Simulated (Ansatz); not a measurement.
# Co(0001) film of 4 layers: electron–phonon coupling and resistivity

How good a conductor is Co(0001) film of 4 layers when only phonons scatter, and how much computing does the answer need?

Program: Ansatz 0.2.0. Level of theory: DFT LDA, scalar-relativistic, plane waves, PAW. Results are calculated unless marked as measured.

## (1) Set-up

The cell holds 4 atoms: 4 Co. Its edges and angles: a = 2.504 Å, b = 2.504 Å, c = 17.134 Å, α = 90.0°, β = 90.0°, γ = 120.0°. It derives from Co. Vacuum lies along c.

## (2) Rough relaxation

Large forces or a large pressure at the start call for a first relaxation with loose thresholds.

input.yaml reads:

```yaml
crystal:
  lattice:
    - [2.50435, 0.0, 0.0]
    - [-1.25218, 2.16884, 0.0]
    - [0.0, 0.0, 17.13439]
  atoms:
    - { symbol: Co, position: [0.33333333, 0.66666667, 0.32099184], spin: 1.86 }
    - { symbol: Co, position: [0.66666667, 0.33333333, 0.44033061], spin: 1.75 }
    - { symbol: Co, position: [0.33333333, 0.66666667, 0.55966939], spin: 1.75 }
    - { symbol: Co, position: [0.66666667, 0.33333333, 0.67900816], spin: 1.86 }
  periodic: [true, true, false]
kpoints:
  mp_grid: { grid: [9, 9, 1] }
hamiltonian:
  xc: lda
scf:
  occupations: { method: gaussian, width: 0.1 }
output:
  forces: true
  stress: true
  eigenvalues: true
  populations: true
magnetization:
  spin_polarized: true
relax:
  adjacent_minimum: "off"
  f_tol: 0.05
  max_steps: 80
  cell: { stress_2d_tol: 0.02 }
```

On the command line:

```sh
$ ansatz run input.yaml --threads 4 --pin off --max-ram 16384MiB --backend cpu --events-out ev --progress --plain --runs-dir out
```

Numbers of over 12 decimals in the logs are rounded to 6 here.

The program printed:

```text
Warning: crystal.periodic: the lattice vector that does not repeat stood 0.000° off the slab's normal, 17.134 Å along it as the deck builds it. The run solves the slab on a vector along the normal, 36.069 Å long, with every atom where it was (on the deck's vector they left 11.00 Å outside them, and the widest stretch free of ions among them is 2.04 Å). A fractional position that the run reports is one of the run's ce [...]
The last accepted step is kept in <dir> (removed where the run ends without a failure and the disk answers)
crystal.periodic: the lattice vector that does not repeat stood 0.000° off the slab's normal, 17.134 Å along it as the deck builds it. The run solves the slab on a vector along the normal, 36.069 Å long, with every atom where it was (on the deck's vector they left 11.00 Å outside them, and the widest stretch free of ions among them is 2.04 Å). A fractional position that the run reports is one of the run's cell, which [...]
Engine: ansatz 0.2.0, aarch64-unknown-linux-gnu
Pseudopotentials: kind: paw
Pseudopotential: Co, paw, valence charge 17, recommended cutoff 420 eV (normal), Co.paw.azcp
Functional definition: SPW92
  exchange = slater_x
  correlation = pw_c
Crystal: 4 atoms, lattice volume = 195.909 Å³
Basis set: ecut = 420 eV, 3811 PW (Γ)
Bands: 46, of which v1, the nominal top of the filled ones, is band 34 counted from 1 (33 counted from 0)
Symmetry: 12 space group operations
Space group: P-3m1 (ITA 164), of the structure as read, at distance tolerance 5.8e-5 Å
Magnetic group: BNS 164.85 (UNI 1315), of the structure as read, at distance tolerance 5.8e-5 Å
k-points: 12 of 81
Non-local potential: Co, projectors of the file, l = 0: 3, l = 1: 2, l = 2: 3, l = 3: 1
PAW form: soft (Blöchl's): semilocal exchange-correlation on the pseudo side does not see the compensation charge
PAW frozen core: Co, regenerated for the run's functional, and the local potential with it (the file was generated under x = pbe(κ = 0.804, μ = 0.219515), c = pbe(β = 0.066725))
PAW one-centre angular grid: Co, 590 points (default); XC on 64 Gauss nodes
Initial density: superposition of atomic densities (neutral atoms: chi_scale 0, normalization atom)
Starting moments: Σ|m| = 7.22 μB on 4 of 4 sites
Initial wavefunctions: pseudopotential atomic-orbital guess
Functional: x = slater, c = lda
SCF iter   1: F=—  HF=-20247.507351 eV  |F-HF|=—  |Δ(HF+E_count)|=         —  Δρ=4.10e-2 (↑1.44e-2 ↓4.10e-2)  dr2=6.65e0  dr2_m=4.00e-1  M=6.911 μB ∫|m|=7.119 μB  β_m=0.30  ethr=3.10e-3  ⟨swp⟩=17.3  Hψ=8821  notcnv=0  defer=22
Mixer restart at iter 1: flushing history
preconditioner: auto → LDOS  [metal: Δε(μ)=0.062 eV  Ē_g=7.500 eV  σ=0.100 eV  W_gap=0.33  n_scr=26 (ndim 8)  ℏωp=15.9 eV  f_vac=0.720  D(μ)=4.18/eV (n_scr^D=22)]
spin=Collinear: LDOS preconditioning applied to the charge; magnetization (m = ρ↑ − ρ↓) channel mixes plain (no charge-response kernel on spin).
SCF iter   2: F=—  HF=-20246.179659 eV  |F-HF|=—  |Δ(HF+E_count)|=    1.33e0  Δρ=1.40e-2 (↑1.40e-2 ↓1.19e-2)  dr2=4.46e-1  dr2_m=2.59e-1  M=6.883 μB ∫|m|=7.150 μB  β_m=0.33  ethr=3.10e-3  ⟨swp⟩=3.4  Hψ=2409  notcnv=0  defer=99
SCF iter   3: F=—  HF=-20247.448394 eV  |F-HF|=—  |Δ(HF+E_count)|=    1.27e0  Δρ=7.48e-3 (↑7.48e-3 ↓7.26e-3)  dr2=1.14e-1  dr2_m=8.54e-2  M=6.767 μB ∫|m|=7.106 μB  β_m=0.47  ethr=6.56e-4  ⟨swp⟩=3.2  Hψ=2325  notcnv=0  defer=93
SCF iter   4: F=—  HF=-20248.584407 eV  |F-HF|=—  |Δ(HF+E_count)|=         —  Δρ=4.60e-3 (↑2.69e-3 ↓4.60e-3)  dr2=3.16e-2  dr2_m=1.88e-2  M=6.396 μB ∫|m|=6.888 μB  β_m=0.47  ethr=1.68e-4  ⟨swp⟩=3.5  Hψ=2610  notcnv=0  defer=93
SCF iter   5: F=—  HF=-20248.707046 eV  |F-HF|=—  |Δ(HF+E_count)|=   1.23e-1  Δρ=3.09e-3 (↑1.61e-3 ↓3.09e-3)  dr2=2.05e-2  dr2_m=6.54e-3  M=6.367 μB ∫|m|=6.876 μB  β_m=0.69  ethr=4.64e-5  ⟨swp⟩=2.3  Hψ=1774  notcnv=0  defer=93
SCF iter   6: F=—  HF=-20248.826654 eV  |F-HF|=—  |Δ(HF+E_count)|=   1.20e-1  Δρ=8.97e-4 (↑8.97e-4 ↓7.66e-4)  dr2=2.87e-3  dr2_m=1.04e-3  M=6.331 μB ∫|m|=6.881 μB  β_m=0.61  ethr=3.01e-5  ⟨swp⟩=3.7  Hψ=2614  notcnv=0  defer=93
SCF iter   7: F=—  HF=-20248.825839 eV  |F-HF|=—  |Δ(HF+E_count)|=   8.15e-4  Δρ=4.33e-4 (↑4.33e-4 ↓3.84e-4)  dr2=9.62e-4  dr2_m=2.62e-4  M=6.330 μB ∫|m|=6.883 μB  β_m=0.67  ethr=4.22e-6  ⟨swp⟩=2.9  Hψ=2094  notcnv=0  defer=96
SCF iter   8: F=—  HF=-20248.826049 eV  |F-HF|=—  |Δ(HF+E_count)|=   2.10e-4  Δρ=3.42e-4 (↑3.42e-4 ↓2.60e-4)  dr2=2.99e-4  dr2_m=5.88e-5  M=6.332 μB ∫|m|=6.885 μB  β_m=0.55  ethr=1.41e-6  ⟨swp⟩=3.2  Hψ=2115  notcnv=0  defer=96
SCF iter   9: F=—  HF=-20248.825957 eV  |F-HF|=—  |Δ(HF+E_count)|=   9.24e-5  Δρ=1.27e-4 (↑1.27e-4 ↓1.18e-4)  dr2=3.55e-6  dr2_m=2.60e-5  M=6.332 μB ∫|m|=6.884 μB  β_m=0.78  ethr=4.40e-7  ⟨swp⟩=3.0  Hψ=1934  notcnv=0  defer=96
SCF iter  10: F=—  HF=-20248.825994 eV  |F-HF|=—  |Δ(HF+E_count)|=   3.78e-5  Δρ=1.24e-4 (↑6.26e-5 ↓1.24e-4)  dr2=3.89e-5  dr2_m=3.05e-6  M=6.332 μB ∫|m|=6.884 μB  β_m=0.78  ethr=5.22e-9  ⟨swp⟩=3.7  Hψ=2594  notcnv=0  defer=96
SCF iter  11: F=—  HF=-20248.826022 eV  |F-HF|=—  |Δ(HF+E_count)|=   2.77e-5  Δρ=6.55e-5 (↑6.55e-5 ↓3.78e-5)  dr2=2.02e-6  dr2_m=4.49e-6  M=6.333 μB ∫|m|=6.884 μB  β_m=0.66  ethr=5.22e-9  ⟨swp⟩=3.8  Hψ=2500  notcnv=0  defer=96
SCF iter  12: F=—  HF=-20248.826022 eV  |F-HF|=—  |Δ(HF+E_count)|=   1.21e-8  Δρ=8.50e-6 (↑2.70e-6 ↓8.50e-6)  dr2=2.58e-7  dr2_m=3.44e-8  M=6.333 μB ∫|m|=6.884 μB  β_m=0.65  ethr=2.97e-9  ⟨swp⟩=3.5  Hψ=2274  notcnv=0  defer=96
SCF iter  13: F=—  HF=-20248.826022 eV  |F-HF|=—  |Δ(HF+E_count)|=   1.30e-7  Δρ=1.36e-6 (↑9.68e-7 ↓1.36e-6)  dr2=4.28e-9  dr2_m=1.43e-9  M=6.333 μB ∫|m|=6.884 μB  β_m=0.75  ethr=3.80e-10  ⟨swp⟩=3.2  Hψ=1975  notcnv=0  defer=96
iter 14 did not close the SCF: its close was put off for the exchange–correlation potential of the local minority spin (scf_convergence_deferred on its scf_iter line)
SCF iter  14: F=-20248.826022 eV  HF=-20248.826022 eV  |F-HF|=1.71e-8  |Δ(HF+E_count)|=   3.55e-8  Δρ=1.93e-6 (↑4.85e-7 ↓1.93e-6)  dr2=1.79e-8  dr2_m=1.06e-9  M=6.333 μB ∫|m|=6.884 μB  β_m=0.72  ethr=6.30e-12  ⟨swp⟩=15.5  Hψ=6932  notcnv=0
iter 15 did not close the SCF: its close was put off for an unfilled level that stood over its bar (scf_convergence_deferred on its scf_iter line)
SCF iter  15: F=-20248.826022 eV  HF=-20248.826022 eV  |F-HF|=2.18e-9  |Δ(HF+E_count)|=   7.41e-8  Δρ=7.85e-7 (↑4.07e-7 ↓7.85e-7)  dr2=2.05e-9  dr2_m=1.16e-10  M=6.333 μB ∫|m|=6.884 μB  β_m=0.86  ethr=6.30e-12  ⟨swp⟩=4.5  Hψ=3901  notcnv=0
[...]
relax step   6: F+E_penalty+E_count = -20249.37587079 eV  Δ(F+E_penalty+E_count) = +3.791e-3 eV  max|allowed force component| = 2.299e-3 eV/Å  Δτ_max = 0.0000 Å  P = -0.193 N/m  Ω = 179.379 Å³  fix = [c, alpha, beta]  reactions: c -0.000 N/m  stress off target by 1.93e-1 N/m on what of the cell is left free  SCF on the basis re-selected at this cell (its energy is not comparable with the rows above)  (14 SCF iters)
[...]
relax step   7: F+E_penalty+E_count = -20249.37595162 eV  Δ(F+E_penalty+E_count) = -8.083e-5 eV  max|allowed force component| = 1.387e-4 eV/Å  Δτ_max = 0.0008 Å  P = -0.002 N/m  Ω = 179.244 Å³  energy of the carried Pulay correction = +5.702e-5 eV  fix = [c, alpha, beta]  reactions: c -0.000 N/m  (8 SCF iters, dr2 threshold 3.58e-8 eV, accepted)
iter 1 solved again at ethr=9.05e-7 eV; its pass at ethr=3.10e-3 eV (dr2=6.16e-4 eV) is discarded
SCF iter   1: F=—  HF=-20249.375765 eV  |F-HF|=—  |Δ(HF+E_count)|=         —  Δρ=5.61e-6 (↑5.11e-6 ↓5.61e-6)  dr2=7.81e-8  dr2_m=5.87e-10  M=6.341 μB ∫|m|=6.726 μB  β_m=0.65  ethr=9.05e-7  ⟨swp⟩=5.8  Hψ=13006  notcnv=0
eigensolver tolerance schedule: the retry pair's looser diagonalisation over-reported the residual by 7879.54 of it (diagonalisation noise at an unbounded share of the residual, at the tolerance the schedule requests for it); recorded, not acted on — ethr = c·dr2/N_el stays at c = 1.0e-1
preconditioner: auto → LDOS  [metal: Δε(μ)=0.028 eV  Ē_g=7.883 eV  σ=0.100 eV  W_gap=0.15  n_scr=16 (ndim 8)  ℏωp=16.6 eV  f_vac=0.737  D(μ)=2.75/eV (n_scr^D=18)]
spin=Collinear: LDOS preconditioning applied to the charge; magnetization (m = ρ↑ − ρ↓) channel mixes plain (no charge-response kernel on spin).
SCF iter   2: F=—  HF=-20249.375880 eV  |F-HF|=—  |Δ(HF+E_count)|=   1.15e-4  Δρ=3.44e-6 (↑3.44e-6 ↓2.67e-6)  dr2=6.43e-8  dr2_m=3.62e-10  M=6.341 μB ∫|m|=6.726 μB  β_m=0.42  ethr=1.15e-10  ⟨swp⟩=6.2  Hψ=4232  notcnv=0
SCF iter   3: F=—  HF=-20249.375880 eV  |F-HF|=—  |Δ(HF+E_count)|=   1.42e-8  Δρ=1.22e-6 (↑1.19e-6 ↓1.22e-6)  dr2=7.70e-9  dr2_m=3.58e-10  M=6.341 μB ∫|m|=6.726 μB  β_m=0.44  ethr=9.46e-11  ⟨swp⟩=3.6  Hψ=2382  notcnv=0
SCF iter   4: F=—  HF=-20249.375880 eV  |F-HF|=—  |Δ(HF+E_count)|=  6.58e-10  Δρ=8.00e-7 (↑8.00e-7 ↓6.05e-7)  dr2=1.79e-9  dr2_m=1.73e-10  M=6.341 μB ∫|m|=6.726 μB  β_m=0.53  ethr=1.13e-11  ⟨swp⟩=2.0  Hψ=1498  notcnv=0
SCF iter   5: F=—  HF=-20249.375880 eV  |F-HF|=—  |Δ(HF+E_count)|=  8.69e-10  Δρ=2.31e-7 (↑2.31e-7 ↓1.18e-7)  dr2=1.70e-10  dr2_m=2.79e-11  M=6.341 μB ∫|m|=6.726 μB  β_m=0.55  ethr=2.64e-12  ⟨swp⟩=2.8  Hψ=1885  notcnv=0
SCF iter   6: F=—  HF=-20249.375880 eV  |F-HF|=—  |Δ(HF+E_count)|=  6.11e-10  Δρ=8.30e-8 (↑6.44e-8 ↓8.30e-8)  dr2=6.62e-11  dr2_m=4.18e-13  M=6.341 μB ∫|m|=6.726 μB  β_m=0.57  ethr=1.00e-12  ⟨swp⟩=2.1  Hψ=1557  notcnv=0
SCF iter   7: F=—  HF=-20249.375880 eV  |F-HF|=—  |Δ(HF+E_count)|=  9.09e-11  Δρ=4.93e-8 (↑4.93e-8 ↓4.09e-8)  dr2=7.97e-12  dr2_m=2.67e-13  M=6.341 μB ∫|m|=6.726 μB  β_m=0.66  ethr=1.00e-12  ⟨swp⟩=1.7  Hψ=1455  notcnv=0
SCF iter   8: F=—  HF=-20249.375880 eV  |F-HF|=—  |Δ(HF+E_count)|=  2.15e-10  Δρ=2.19e-8 (↑2.19e-8 ↓1.37e-8)  dr2=1.18e-12  dr2_m=3.70e-13  M=6.341 μB ∫|m|=6.726 μB  β_m=0.83  ethr=1.00e-12  ⟨swp⟩=1.5  Hψ=1216  notcnv=0
SCF iter   9: F=—  HF=-20249.375880 eV  |F-HF|=—  |Δ(HF+E_count)|=  1.96e-10  Δρ=1.10e-8 (↑1.10e-8 ↓9.62e-9)  dr2=9.99e-14  dr2_m=1.23e-13  M=6.341 μB ∫|m|=6.726 μB  β_m=0.91  ethr=1.00e-12  ⟨swp⟩=1.6  Hψ=1373  notcnv=0
SCF iter  10: F=-20249.375880 eV  HF=-20249.375880 eV  |F-HF|=1.67e-10  |Δ(HF+E_count)|=  1.38e-10  Δρ=3.45e-8 (↑3.45e-8 ↓9.21e-9)  dr2=1.69e-12  dr2_m=2.98e-13  M=6.341 μB ∫|m|=6.726 μB  ethr=1.00e-12  ⟨swp⟩=10.9  Hψ=7260  notcnv=0
SCF 8 converged in 10 iterations: F = -20249.375880 eV  dr2 = 1.69e-12
relax step   8: F+E_penalty+E_count = -20249.37587977 eV  Δ(F+E_penalty+E_count) = +7.186e-5 eV  max|allowed force component| = 1.465e-4 eV/Å  Δτ_max = 0.0000 Å  P = -0.005 N/m  Ω = 179.244 Å³  fix = [c, alpha, beta]  reactions: c -0.000 N/m  stress off target by 4.86e-3 N/m on what of the cell is left free  SCF on the basis re-selected at this cell (its energy is not comparable with the rows above)  (10 SCF iters)
basis re-selected at this cell: Δ(F+E_penalty+E_count) = +7.186e-5 eV, ΔP = -0.002 N/m vs the last step (what re-selecting the basis moved, of the pressure what is left beyond the Pulay correction that the steps carried, after the strain that the cell walked since its last selection, with what the two solves' SCF thresholds leave and, on support functions, any second-order correction that the steps lacked; it is no m [...]
SCF converged after 10 iterations
Magnetization: 6.3409 μB (37.1704 up, 30.8296 down)
Absolute magnetization: 6.7283 μB (∫|ρ↑−ρ↓|, with the PAW one-centre terms)
Spin contamination: 0.0784 ħ² per cell (⟨S²⟩ above its minimum at these occupations)
Per-site moments (μB) at R_I (Å): [(1.656562, 0.975255), (1.582682, 0.975255), (1.582682, 0.975255), (1.656562, 0.975255)]
Free energy (F): -20249.375880 eV
Harris-Foulkes:  -20249.375880 eV  (|F-HF|=1.67e-10)
Internal energy: -20249.362126 eV  (E = F + TS)
E sigma→0 (E₀):  -20249.369003 eV
Entropy (-TS):   -0.013753 eV (-3.438 meV/atom)
Fermi energy:    -5.414995 eV
--- Per-component energies (eV) ---
  E_band       = -2604.584515
  E_kinetic    = 1824.324246
  E_local      = -554724.378619  (includes V_loc(G=0)·N_el)
  E_nonlocal   = 1841.355424
  E_hartree    = 275618.995865
  E_xc         = -631.552163
  E_vxc        = -819.914824  (∫ρ·V_xc dr)
  E_paw        = -5813.846975  (= ΣΔE_a)
  E_vpaw       = -1963.962237  (= ΣTr[D̂ρ^β])
  E_aug_tail   = 0.000128  (compensation charges beyond the density's cutoff)
  E_ewald      = 261634.066965
  E_core_change = 1.673002  (= ΣΔE_core)
  E_smearing   = -0.013753  (= −TS)
  E_closure    = -0.000000  (closes the sum)
  Σ components = -20249.375880   (vs F -20249.375880, Δ=0.00e0)
--- Forces (eV/Å), atoms counted from 1 ---
  atom   1  Co     0.00000000     0.00000000    -0.00014646
  atom   2  Co     0.00000000    -0.00000000     0.00012088
  atom   3  Co    -0.00000000     0.00000000    -0.00012088
  atom   4  Co    -0.00000000    -0.00000000     0.00014646
  max |Σ_I F_I| component: 9.25e-18 eV/Å
--- 2D stress c σ (N/m, compression-positive) ---
       -0.004855      -0.000000       0.000000
       -0.000000      -0.004855       0.000000
        0.000000       0.000000      -0.000000
  P = ½ c Tr σ = -0.0049 N/m
--- Band table (eV; the first three rows and the last of 24) ---
  k-point 0 ↑: bands = [... 30 lower, -7.8347, -7.0674, -7.0674, -6.6587, -6.6587, -6.3726, -6.1928, -6.1928, ... 8 higher]
  k-point 1 ↑: bands = [... 30 lower, -7.6374, -7.3669, -7.1336, -7.1188, -6.8075, -6.7063, -6.3379, -6.1980, ... 8 higher]
  k-point 2 ↑: bands = [... 30 lower, -7.3199, -7.2845, -7.1085, -6.8855, -6.7214, -6.6867, -6.2077, -5.9825, ... 8 higher]
  k-point 11 ↓: bands = [... 30 lower, -5.3882, -4.7274, -4.6435, -4.6435, -4.3937, -4.3937, 0.9954, 1.5105, ... 8 higher]
  ° read free of the cell's end (the report's vacuum.weakly_bound_levels)
--- Relaxed structure (6 steps of the walk, 6 accepted, 2 SCFs on fresh bases) ---
  F+E_penalty+E_count = -20249.37587977 eV   max|allowed force component| = 1.465e-4 eV/Å   (the final SCF, on the basis selected at the relaxed cell)
  cell:  # Å, volume = 179.2436 Å³
    - [2.395470, 2.761240577339979e-6, 0]
    - [-1.197738, 2.074537, 0]
    - [0, 0, 36.068783]
  atoms:
    - { symbol: Co, position: [0.333333, 0.666667, 0.156231] }
    - { symbol: Co, position: [0.666667, 0.333333, 0.209394] }
    - { symbol: Co, position: [0.333333, 0.666667, 0.265654] }
    - { symbol: Co, position: [0.666667, 0.333333, 0.318817] }
--- Löwdin populations: 4 sites ---
  site symbol       q [e]    m [muB]
     0     Co     16.7965     1.6732
     1     Co     16.7919     1.5852
     2     Co     16.7919     1.5852
     3     Co     16.7965     1.6732
  spilling = 0.012104 (of n_electrons = 68.000000)
```

Wall time 40 s (4 threads of Arm Neoverse V2, shared host); peak memory 0.62 GiB; 2.5 min of CPU time.

The steps of the relaxation:

```tsv
step	energy less that of the first step (eV)	largest force component (eV/Å)	volume (Å³)
1	0.0000	1.1771	195.91
2	-0.4529	0.5755	186.01
3	-0.5424	0.2492	177.39
4	-0.5534	0.0049	179.67
5	-0.5536	0.0023	179.38
6*	-0.5498	0.0023	179.38
7	-0.5499	0.0001	179.24
8*	-0.5499	0.0001	179.24
```

Relaxation steps marked * repeat the geometry before them on a plane-wave basis chosen anew for their cell, so energy and pressure can jump there.

Forces are held to the 12 operations that the run works with; a distortion that breaks them can't arise in this run.

```tsv
cell as run	before	after	change
a (Å)	2.504	2.395	-4.3 %
b (Å)	2.504	2.395	-4.3 %
```

The atoms that moved most (Å, along periodic axes as changes of fractional coordinates times the final cell, across vacuum about the mean position):

```tsv
atom	dx	dy	dz	length
Co1	0.000	0.000	0.135	0.135
Co4	0.000	0.000	-0.135	0.135
Co3	0.000	0.000	-0.008	0.008
Co2	0.000	0.000	0.008	0.008
```

The relaxed structure:

```xyz
4
Lattice="2.3955 0.0000 0.0000 -1.1977 2.0745 0.0000 0.0000 0.0000 36.0688" Properties=species:S:1:pos:R:3
Co    0.0000    1.3830    5.6351
Co    1.1977    0.6915    7.5526
Co    0.0000    1.3830    9.5818
Co    1.1977    0.6915   11.4993
```

Numbers from this step:

| Quantity | Value |
| --- | --- |
| magnetization | 6.341 μB |
| absolute magnetization | 6.728 μB |
| site moments | 1.657, 1.583, 1.583, 1.657 μB |
| metallic on mesh | yes |
| gap on the k-mesh | 0 eV |

The relaxation ends with a largest force component of 1.5e-4 eV/Å.

(Continued in part 2 of 4.)

[Logs are printed without paths, hosts, clocks, repeated set-up lines and the standing remarks that a program may print on its own settings, such as how far it seeks lower states.]

[Hosts, paths, dates, database ids (printed as entryN), source tags and the programs' standing remarks are cut or masked in the printed files.]
